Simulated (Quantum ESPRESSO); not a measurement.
# AlN (wurtzite): which axis gives way under pressure?

Cell and atoms of wurtzite AlN are relaxed at set pressures, to see how each axis shrinks. The real crystal leaves this structure near 21 GPa (arxiv:cond-mat/0301045), so the highest rows describe a metastable cell.

Calculated with Quantum ESPRESSO 7.5, PBEsol, GBRV 1.5 ultrasoft potentials, cutoff 680 eV, Fermi–Dirac smearing 0.02 eV, k-mesh 10×10×6, no spin polarisation, no spin-orbit coupling.

Reference cell, relaxed at zero pressure with PBEsol (P6_3mc): a = 3.1145 Å, b = 3.1145 Å, c = 4.9881 Å, α = 90.00°, β = 90.00°, γ = 120.00°.

```csv
atom,x,y,z
Al,0.3333,0.6667,0.0009
Al,0.6667,0.3333,0.5009
N,0.6667,0.3333,0.1191
N,0.3333,0.6667,0.6191
```

| P (GPa) | a (Å) | c (Å) | c/a |
| --- | --- | --- | --- |
| −4.01 | 3.1347 | 5.0269 | 1.6036 |
| 0.00 | 3.1145 | 4.9881 | 1.6016 |
| 5.00 | 3.0916 | 4.9435 | 1.5990 |
| 10.01 | 3.0711 | 4.9017 | 1.5961 |
| 15.03 | 3.0524 | 4.8627 | 1.5931 |
| 30.02 | 3.0056 | 4.7561 | 1.5824 |

**Question.** Give the linear compressibility of each axis at zero pressure, and the edges at 20.02 GPa, a row left out above.

Least squares with l = l0 + l1 P + l2 P² gives for a: l0 = 3.1148 Å, l1 = −4.730e−3 Å/GPa, l2 = 3.65e−5 Å/GPa², so β = −l1/l0 = 1.519 × 10⁻³ GPa⁻¹ and the withheld edge is 3.0347 Å. The run itself gives 3.0354 Å, so the estimate misses by 0.0007 Å, more than the largest misfit of the fitted rows (0.0005 Å).

Least squares with l = l0 + l1 P + l2 P² gives for c: l0 = 4.9887 Å, l1 = −9.152e−3 Å/GPa, l2 = 4.69e−5 Å/GPa², so β = −l1/l0 = 1.834 × 10⁻³ GPa⁻¹ and the withheld edge is 4.8243 Å. The run itself gives 4.8258 Å, so the estimate misses by 0.0015 Å, more than the largest misfit of the fitted rows (0.0009 Å).

The compressibilities add to the volume compressibility, 2β_a + β_c = 4.872 × 10⁻³ GPa⁻¹, or B0 ≈ 205 GPa; a parabola over so wide a range errs a few per cent to the stiff side. The c axis is the softest, 1.2 times as compressible as a.

[Logs are printed without paths, hosts, clocks, repeated set-up lines and the standing remarks that a program may print on its own settings, such as how far it seeks lower states.]
